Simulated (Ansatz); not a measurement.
# Work function of K by crystal face

How much does the work function of K differ between its low-index faces, and does the functional change the order?

Set-up. Ansatz 0.2.0, plane waves with PAW datasets (its set soft_2) at their recommended cutoffs; symmetric slabs of 7 layers (11 for bcc (111)) cut at the tabulated experimental lattice constant, atoms at bulk places, 18 Å of vacuum, k-spacing 0.16 Å⁻¹ (2π included), Fermi-Dirac smearing of 0.1 eV, SCF threshold 1e-9 eV; spin-polarised where the metal is Fe, Co or Ni. The work function is the vacuum level less the Fermi level; differences are formed before rounding.

What came out:

```tsv
face	atoms per nm²	LDA (eV)	PBEsol (eV)	r2SCAN (eV)	PBE (eV)	RPBE (eV)	PBE, relaxed (eV)
(110)	5.2	2.52	2.41	2.38	2.39	2.32	2.39
(100)	3.7	2.37	2.26	2.23	2.25	2.19	2.25
(111)	2.1	2.34	2.21	2.16	2.21	2.14	2.21
```

**Reading.** With PBE the work function runs from 2.39 eV on (110) to 2.21 eV on (111). (111) and (100) lie within 0.08 eV of each other, too close for slabs of this thickness to order; every functional listed puts (110) highest. LDA lies 0.12 to 0.13 eV above PBE. Relaxing all layers with PBE (forces under 0.01 eV/Å) moves the values by 0.00 to +0.01 eV.

What the numbers leave out: Slabs this thin leave size errors that can reach a tenth of an eV or more. The functionals share one unrelaxed geometry at the tabulated experimental lattice constant; the relaxed column keeps that in-plane lattice, which is not PBE's own.

[Logs are printed without paths, hosts, clocks, repeated set-up lines and the standing remarks that a program may print on its own settings, such as how far it seeks lower states.]
